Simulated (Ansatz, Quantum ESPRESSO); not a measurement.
# Complex bands of BP, zinc blende type, lattice constant set to 4.481 Å, part 3 of 4

Aim: how fast states decay in the gap of BP, zinc blende type, lattice constant set to 4.481 Å.

Quantum ESPRESSO 7.5; plane-wave DFT, LDA, GBRV ultrasoft pseudopotentials; cross-check by Ansatz 0.2.0 with PAW datasets.

So far. Step 2 (Ground state): The run needed 9 iterations to bring the estimated error under 1e-09 Ry.

### 3. Complex bands with pwcond.x (continued)

Level of this step: complex band structure by pwcond; plane-wave DFT, LDA, GBRV ultrasoft pseudopotentials (Quantum ESPRESSO).

K across = (1/4, 0) in the cell's reciprocal vectors; values within 0.0025 1/Å of each other count once, columns are sorted by size at each energy, a dash where no further value was kept. Im kz of the slowest decaying states against energy, zero at the highest filled level of the SCF mesh:

| energy (eV) | decay 1 (Å⁻¹) | decay 2 (Å⁻¹) | decay 3 (Å⁻¹) |
| --- | --- | --- | --- |
| -2.04 | 1.09 | 1.44 | 1.62 |
| -1.87 | 1.06 | 1.42 | 1.61 |
| -1.70 | 1.04 | 1.41 | 1.59 |
| -1.53 | 1.02 | 1.39 | 1.57 |
| -1.36 | 0.991 | 1.37 | 1.55 |
| -1.02 | 0.086 | 0.94 | 1.33 |
| -0.85 | 0.136 | 0.914 | 1.32 |
| -0.68 | 0.17 | 0.886 | 1.30 |
| -0.51 | 0.196 | 0.858 | 1.28 |
| -0.34 | 0.119 | 0.217 | 0.83 |
| -0.17 | 0.191 | 0.235 | 0.8 |
| 0.00 | 0.238 | 0.251 | 0.769 |
| 0.17 | 0.264 | 0.274 | 0.736 |
| 0.34 | 0.275 | 0.303 | 0.702 |
| 0.68 | 0.292 | 0.346 | 0.63 |
| 0.85 | 0.299 | 0.362 | 0.59 |
| 1.02 | 0.304 | 0.376 | 0.547 |
| 1.19 | 0.308 | 0.387 | 0.501 |
| 1.36 | 0.311 | 0.396 | 0.449 |
| 1.53 | 0.313 | 0.39 | 0.403 |
| 1.70 | 0.314 | 0.32 | 0.408 |
| 1.87 | 0.229 | 0.313 | 0.411 |
| 2.04 | 0.043 | 0.311 | 0.412 |
| 2.21 | 0.308 | 0.411 | 0.95 |
| 2.55 | 0.298 | 0.403 | 0.904 |
| 2.72 | 0.291 | 0.395 | 0.882 |
| 2.89 | 0.282 | 0.384 | 0.859 |
| 3.06 | 0.271 | 0.37 | 0.837 |
| 3.23 | 0.258 | 0.352 | 0.816 |
| 3.40 | 0.241 | 0.33 | 0.794 |
| 3.57 | 0.222 | 0.301 | 0.774 |
| 3.74 | 0.196 | 0.264 | 0.754 |
| 3.91 | 0.161 | 0.214 | 0.735 |
| 4.25 | 0.078 | 0.7 | 0.737 |
| 4.42 | 0.09 | 0.684 | 0.699 |
| 4.59 | 0.071 | 0.097 | 0.658 |
| 4.76 | 0.17 | 0.616 | 0.655 |
| 4.93 | 0.215 | 0.57 | 0.642 |

The program's own clock; routines nest. Time by routine:

```csv
routine,wall time (s),calls
PWCOND,43.01,1
scatter_forw,27.38,168
compbs,14.78,168
compbs_2,14,168
init,0.44,1
local,0.39,4
poten,0.16,1
```

### 4. Complex bands with pwcond.x, with nz1 = 1

How much does a setting matter? One run is repeated with a change.

cbs.w.in

```
&inputcond
  outdir = './out'
  prefixl = 'scf'
  band_file = 'cbs.w'
  ikind = 0
  ewind = 4.0
  epsproj = 1e-05
  nz1 = 1
  energy0 = 4.93
  denergy = -0.17
/
4
  0.00000000 0.00000000 1.00000000
  0.50000000 0.00000000 1.00000000
  0.50000000 0.50000000 1.00000000
  0.25000000 0.00000000 1.00000000
42
```

Started as:

```bash
> OMP_NUM_THREADS=1 mpirun -n 2 pwcond.x -in cbs.w.in > cbs.w.out
```

Numbers of over 12 decimals in the logs are rounded to 6 here.

Log:

```text
[banner, memory and clock lines left out]
Program PWCOND v.7.5 starts
[citation notice left out]

[...]
./out/scf.save/

     IMPORTANT: XC functional enforced from input :
     Exchange-correlation= PZ
                           (   1   1   0   0   0   0   0)
     Any further DFT definition will be discarded
     Please, verify this is what you really want

     Reading collected, re-writing distributed wavefunctions

===== INPUT FILE containing the left lead =====

     GEOMETRY:

     lattice parameter (alat)  =       5.9877  a.u.
     the volume                =     303.5928 (a.u.)^3
     the cross section         =      35.8523 (a.u.)^2
     l of the unit cell        =       1.4142 (alat)
     number of atoms/cell      =            4
     number of atomic types    =            2

     crystal axes: (cart. coord. in units of alat)
               a(1) = (  1.0000  0.0000  0.0000 )
               a(2) = (  0.0000  1.0000  0.0000 )
               a(3) = (  0.0000  0.0000  1.4142 )

   Cartesian axes

     site n.     atom                  positions (alat units)
          1        B      tau(  1)=(  0.0000  0.0000  1.4142  )
          2        P      tau(  2)=(  0.5000  0.0000  0.3536  )
          3        B      tau(  3)=(  0.5000  0.5000  0.7071  )
          4        P      tau(  4)=(  0.0000  0.5000  1.0607  )

     nr1s                      =           25
     nr2s                      =           25
     nr3s                      =           36
     nr1sx                     =           25
     nr2sx                     =           25
     nr3sx                     =           36
     nr1                       =           27
     nr2                       =           27
     nr3                       =           40
     nr1x                      =           27
     nr2x                      =           27
     nr3x                      =           40

 _______________________________
  Radii of nonlocal spheres:

     type       ibeta     ang. mom.          radius (alat units)
       B          1         0                    0.2089
       B          2         0                    0.2089
       B          3         1                    0.2089
       B          4         1                    0.2089
       P          1         0                    0.2513
       P          2         0                    0.2513
       P          3         1                    0.2513
       P          4         1                    0.2513
       P          5         2                    0.2513
       P          6         2                    0.2513
----- General information -----

----- Complex band structure calculation -----

     nrx                       =           25
     nry                       =           25
     nz1                       =            1

     energy0               =         4.9E+00
     denergy               =        -1.7E-01
     nenergy               =         42
     ecut2d                =         4.0E+01
     ewind                 =         4.0E+00
     epsproj               =         1.0E-05

     number of k_|| points=    4
                       cryst. coord.
        k(    1) = (   0.0000000   0.0000000), wk =   0.2500000
        k(    2) = (   0.5000000   0.0000000), wk =   0.2500000
        k(    3) = (   0.5000000   0.5000000), wk =   0.2500000
        k(    4) = (   0.2500000   0.0000000), wk =   0.2500000
----- Information about left lead -----

     nocros                   =            8
     noins                    =           44
     norb                     =           60
     norbf                    =           60
     nrz                      =           36

      iorb      type   ibeta   ang. mom.   m       position (alat)
        1        1       1        0        1   taunew(   1)=(  0.0000  0.0000  0.0000)
        2        1       2        0        1   taunew(   2)=(  0.0000  0.0000  0.0000)
[...]
60        1       4        1        3   taunew(  60)=(  0.0000  0.0000  1.4142)
    k slab    z(k)  z(k+1)     crossing(iorb=1,norb)
    1   0.0000 0.0393 0.0393   111111110000000000000000000000000000000000000000000000000000
    2   0.0393 0.0786 0.0393   111111110000000000000000000000000000000000000000000000000000
[...]
36   1.3749 1.4142 0.0393   000000000000000000000000000000000000000000000000000011111111
 ngper, shell number =          113          19
 ngper, n2d =          113          96
---  E-Ef =    4.9300000  k =    0.0000000   0.0000000
---  ie =          1  ik =          1
 Nchannels of the left tip =            3
 Right moving states:
   k1(2pi/a)   k2(2pi/a)   E-Ef (eV)
   0.2375297  -0.0000000   4.9300000
   0.2375297  -0.0000000   4.9300000
  -0.4970089   0.0000000   4.9300000
 Left moving states:
   k1(2pi/a)   k2(2pi/a)   E-Ef (eV)
  -0.2375287  -0.0000000   4.9300000
  -0.2375287  -0.0000000   4.9300000
   0.4970104   0.0000000   4.9300000

---  E-Ef =    4.7600000  k =    0.0000000   0.0000000
---  ie =          2  ik =          1
 Nchannels of the left tip =            3
 Right moving states:
   k1(2pi/a)   k2(2pi/a)   E-Ef (eV)
   0.2203785  -0.0000000   4.7600000
   0.2203785  -0.0000000   4.7600000
   0.4883728   0.0000000   4.7600000
 Left moving states:
   k1(2pi/a)   k2(2pi/a)   E-Ef (eV)
  -0.2203776  -0.0000000   4.7600000
  -0.2203776  -0.0000000   4.7600000
  -0.4883713   0.0000000   4.7600000
[... further energies and points left out ...]
---  E-Ef =   -1.8700000  k =    0.2500000   0.0000000
---  ie =         41  ik =          4
 Nchannels of the left tip =            3
 Right moving states:
   k1(2pi/a)   k2(2pi/a)   E-Ef (eV)
   0.0957421  -0.0000000  -1.8700000
  -0.3952065  -0.0000000  -1.8700000
  -0.4446467  -0.0000000  -1.8700000
 Left moving states:
   k1(2pi/a)   k2(2pi/a)   E-Ef (eV)
  -0.0957417   0.0000000  -1.8700000
   0.3952067   0.0000000  -1.8700000
   0.4446501  -0.0000000  -1.8700000

---  E-Ef =   -2.0400000  k =    0.2500000   0.0000000
---  ie =         42  ik =          4
 Nchannels of the left tip =            3
 Right moving states:
   k1(2pi/a)   k2(2pi/a)   E-Ef (eV)
   0.0709698  -0.0000000  -2.0400000
  -0.4294311  -0.0000000  -2.0400000
  -0.4655644  -0.0000000  -2.0400000
 Left moving states:
   k1(2pi/a)   k2(2pi/a)   E-Ef (eV)
  -0.0709694   0.0000000  -2.0400000
   0.4294314   0.0000000  -2.0400000
   0.4655676  -0.0000000  -2.0400000

[...]
```

Elapsed: 37 s, on 2 MPI ranks of Intel Xeon 6975P-C (Granite Rapids), shared host; peak memory 0.13 GiB.

The changed values were drawn from a wide range, not chosen for quality; the comparison shows what they did here together.

Beside the run it was changed from:

```csv
quantity,this run,unchanged run,difference
peak of the smallest κ at the zone centre (Å⁻¹),0.203,0.199,0.0040
"peak of the smallest κ at (1/2, 0) (Å⁻¹)",0.312,0.313,-0.0010
wall time (s),37,44,
```

The physical values in this table move by up to 2 %.

### 5. Cross-check with Ansatz

As a check, the same structure is run in Ansatz.

Level of this step: plane-wave DFT, LDA, Ansatz PAW (Ansatz 0.2.0).

input.yaml

```yaml
crystal:
  lattice:
    - [3.1685454865, 0.0, 0.0]
    - [0.0, 3.1685454865, 0.0]
    - [0.0, 0.0, 4.481]
  atoms:
    - { symbol: B, position: [0.0, 0.0, 0.0] }
    - { symbol: P, position: [0.5, 0.0, 0.25] }
    - { symbol: B, position: [0.5, 0.5, 0.5] }
    - { symbol: P, position: [0.0, 0.5, 0.75] }
kpoints:
  mp_grid: { grid: [8, 8, 6] }
hamiltonian:
  xc: lda
scf:
  occupations: { method: fixed }
  convergence: { dr2_threshold: 1.0e-09 }
output:
  transmission:
    leads: [[0, 0]]
    kpoints: [[0, 0], [0.5, 0], [0.5, 0.5], [0.25, 0]]
    e_range: [-2.04, 4.93]
    de: 0.17
```

Started as:

```bash
> ansatz run input.yaml --threads 2 --pin off --max-ram 4096MiB --backend cpu --events-out ev --progress --plain --runs-dir out
```

Log:

```text
Engine: ansatz 0.2.0, x86_64-unknown-linux-gnu
Pseudopotentials: kind: paw
Pseudopotential: B, paw, valence charge 3, recommended cutoff 420 eV (normal), B.paw.azcp
Pseudopotential: P, paw, valence charge 5, recommended cutoff 420 eV (normal), P.paw.azcp
Functional definition: SPW92
  exchange = slater_x
  correlation = pw_c
Crystal: 4 atoms, lattice volume = 44.988 Å³
Basis set: ecut = 420 eV, 903 PW (Γ)
Bands: 12, of which v1, the nominal top of the filled ones, is band 8 counted from 1 (7 counted from 0)
Symmetry: 16 space group operations
Space group: F-43m (ITA 216), of the structure as read, at distance tolerance 3.6e-5 Å
k-points: 60 of 384 (time reversal used)
Non-local potential: B, projectors of the file, l = 0: 2, l = 1: 2, l = 2: 1
Non-local potential: P, projectors of the file, l = 0: 2, l = 1: 2, l = 2: 2
PAW form: soft (Blöchl's): semilocal exchange-correlation on the pseudo side does not see the compensation charge
PAW frozen core: B, regenerated for the run's functional, and the local potential with it (the file was generated under x = pbe(κ = 0.804, μ = 0.219515), c = pbe(β = 0.066725))
PAW frozen core: P, regenerated for the run's functional, and the local potential with it (the file was generated under x = pbe(κ = 0.804, μ = 0.219515), c = pbe(β = 0.066725))
PAW one-centre angular grid: B, 110 points (default); XC on 64 Gauss nodes
PAW one-centre angular grid: P, 110 points (default); XC on 64 Gauss nodes
Initial density: superposition of atomic densities (neutral atoms: chi_scale 0, normalization atom), corrected by the library's trained network
Initial wavefunctions: pseudopotential atomic-orbital guess
Functional: x = slater, c = lda
SCF iter   1: F=—  HF=-1753.275262 eV  |F-HF|=—  |Δ(HF+E_count)|=         —  Δρ=5.22e-3  dr2=8.93e-3  ethr=1.77e-3  ⟨swp⟩=4.9  Hψ=4220  notcnv=0  defer=115
preconditioner: auto → none  [insulator: Δε(μ)=1.127 eV  Ē_g=10.931 eV  n_scr=6 (ndim 8)  ℏωp=22.1 eV  f_vac=0.000  ε∞_Penn≈5.1]
SCF iter   2: F=—  HF=-1753.273687 eV  |F-HF|=—  |Δ(HF+E_count)|=   1.58e-3  Δρ=2.27e-3  dr2=1.23e-3  ethr=5.58e-5  ⟨swp⟩=3.0  Hψ=1749  notcnv=0  defer=120
SCF iter   3: F=—  HF=-1753.273439 eV  |F-HF|=—  |Δ(HF+E_count)|=   2.48e-4  Δρ=9.67e-4  dr2=2.04e-4  ethr=7.71e-6  ⟨swp⟩=2.8  Hψ=1248  notcnv=0  defer=120
SCF iter   4: F=—  HF=-1753.273406 eV  |F-HF|=—  |Δ(HF+E_count)|=   3.26e-5  Δρ=6.35e-5  dr2=2.05e-6  ethr=1.27e-6  ⟨swp⟩=1.0  Hψ=722  notcnv=0  defer=106
SCF iter   5: F=—  HF=-1753.273407 eV  |F-HF|=—  |Δ(HF+E_count)|=   9.69e-7  Δρ=1.66e-5  dr2=8.25e-8  ethr=1.28e-8  ⟨swp⟩=2.0  Hψ=1200  notcnv=0  defer=96
SCF iter   6: F=—  HF=-1753.273407 eV  |F-HF|=—  |Δ(HF+E_count)|=   2.22e-8  Δρ=3.73e-6  dr2=7.55e-9  ethr=5.15e-10  ⟨swp⟩=2.0  Hψ=1168  notcnv=0  defer=95
SCF iter   7: F=-1753.273407 eV  HF=-1753.273407 eV  |F-HF|=3.21e-10  |Δ(HF+E_count)|=   2.34e-9  Δρ=9.32e-7  dr2=4.39e-10  ethr=6.25e-12  ⟨swp⟩=6.4  Hψ=3683  notcnv=0
SCF 1 converged in 7 iterations: F = -1753.273407 eV  dr2 = 4.39e-10
  greatest PAW one-centre occupation: 0.772 electrons in one spin orbital (limit 2), on the P atom at site 3 (counted from 0), in its partial waves of l = 0
transmission: 8 of 32 steps passed
transmission: 16 of 32 steps passed
transmission: 24 of 32 steps passed
transmission: 32 of 32 steps passed
SCF converged after 7 iterations
Free energy (F): -1753.273407 eV
Harris-Foulkes:  -1753.273407 eV  (|F-HF|=3.21e-10)
Internal energy: -1753.273407 eV  (E = F + TS)
E sigma→0 (E₀):  -1753.273407 eV
Fermi energy:    9.577045 eV
--- Per-component energies (eV) ---
  E_band       = 47.491813
  E_kinetic    = 247.937045
  E_local      = -134.919121  (includes V_loc(G=0)·N_el)
  E_nonlocal   = 94.329698
  E_hartree    = 33.015163
  E_xc         = -190.136810
  E_vxc        = -202.796781  (∫ρ·V_xc dr)
  E_paw        = -1225.579599  (= ΣΔE_a)
  E_vpaw       = -23.089333  (= ΣTr[D̂ρ^β])
  E_aug_tail   = -0.000000  (compensation charges beyond the density's cutoff)
  E_ewald      = -578.246154
  E_core_change = 0.326372  (= ΣΔE_core)
  E_smearing   = -0.000000  (= −TS)
  E_closure    = -0.000000  (closes the sum)
  Σ components = -1753.273407   (vs F -1753.273407, Δ=0.00e0)
--- Band table (eV; the first three rows and the last of 60) ---
  k-point 0: bands = [... 4 lower, 5.3365, 9.5769, 9.5770, 9.5770, 10.8103, 11.0967, 13.0145, 13.0146]
  k-point 1: bands = [... 4 lower, 5.4983, 8.9238, 8.9238, 9.0399, 10.7135, 11.6277, 12.6758, 13.8542]
  k-point 2: bands = [... 4 lower, 5.9784, 7.6933, 7.7880, 7.7880, 10.8762, 11.9885, 12.7703, 15.5331]
  k-point 59: bands = [... 4 lower, 3.6714, 3.6714, 3.8688, 3.8688, 14.8046, 14.8046, 16.3192, 16.3192]
--- Transmission ---
  basis      : 89 plane waves across, 8 finite elements along
  points     : 4, as listed
  energies   : 42 from -2.040000 to 4.930000 eV about the Fermi level, 0.170000 eV apart; the leads are filled to 0.568222 eV, and channels, transmission and decay are at 0.510000 eV
  crystal 0  : P2B2, at the sites [0, 0], period 4.4810 Å: whole cells are its period
    offset         : up to 0.0000 Å between an atom of the period and one for which it stands
    channels       : 0.000000e0 a spin
    conductance    : none, the energies end too early or step too widely for 300 K: set another output.transmission.e_range or a lower de, or, where they end at an eighth of basis.ecutwfc, a higher one
    slowest decay  : 0.1660 /Å at (0.0000, 0.0000)
```

Run time: 5.8 s. Hardware: 2 threads; peak memory 0.39 GiB.

This step gave:

* free energy: -1753.2734 eV
* gap by band count: 1.136 eV
* symmetry operations: 16
* slowest decay at the grid energy nearest mid-gap: 0.166 Å⁻¹
* peak of the smallest κ at (1/2, 0): 0.3134 Å⁻¹
* peak of the smallest κ at (1/4, 0): 0.3136 Å⁻¹
* valence top, on the run's zero: 9.577 eV

(Continued in part 4 of 4.)

[Logs are printed without paths, hosts, clocks, repeated set-up lines and the standing remarks that a program may print on its own settings, such as how far it seeks lower states.]

[Hosts, paths, dates, database ids (printed as entryN), source tags and the programs' standing remarks are cut or masked in the printed files.]

[Maps of the electrostatic potential energy from Ansatz leave out the sawtooth potential of an applied field or a dipole correction, so their vacuum need not be flat; planar profiles and work functions include it.]
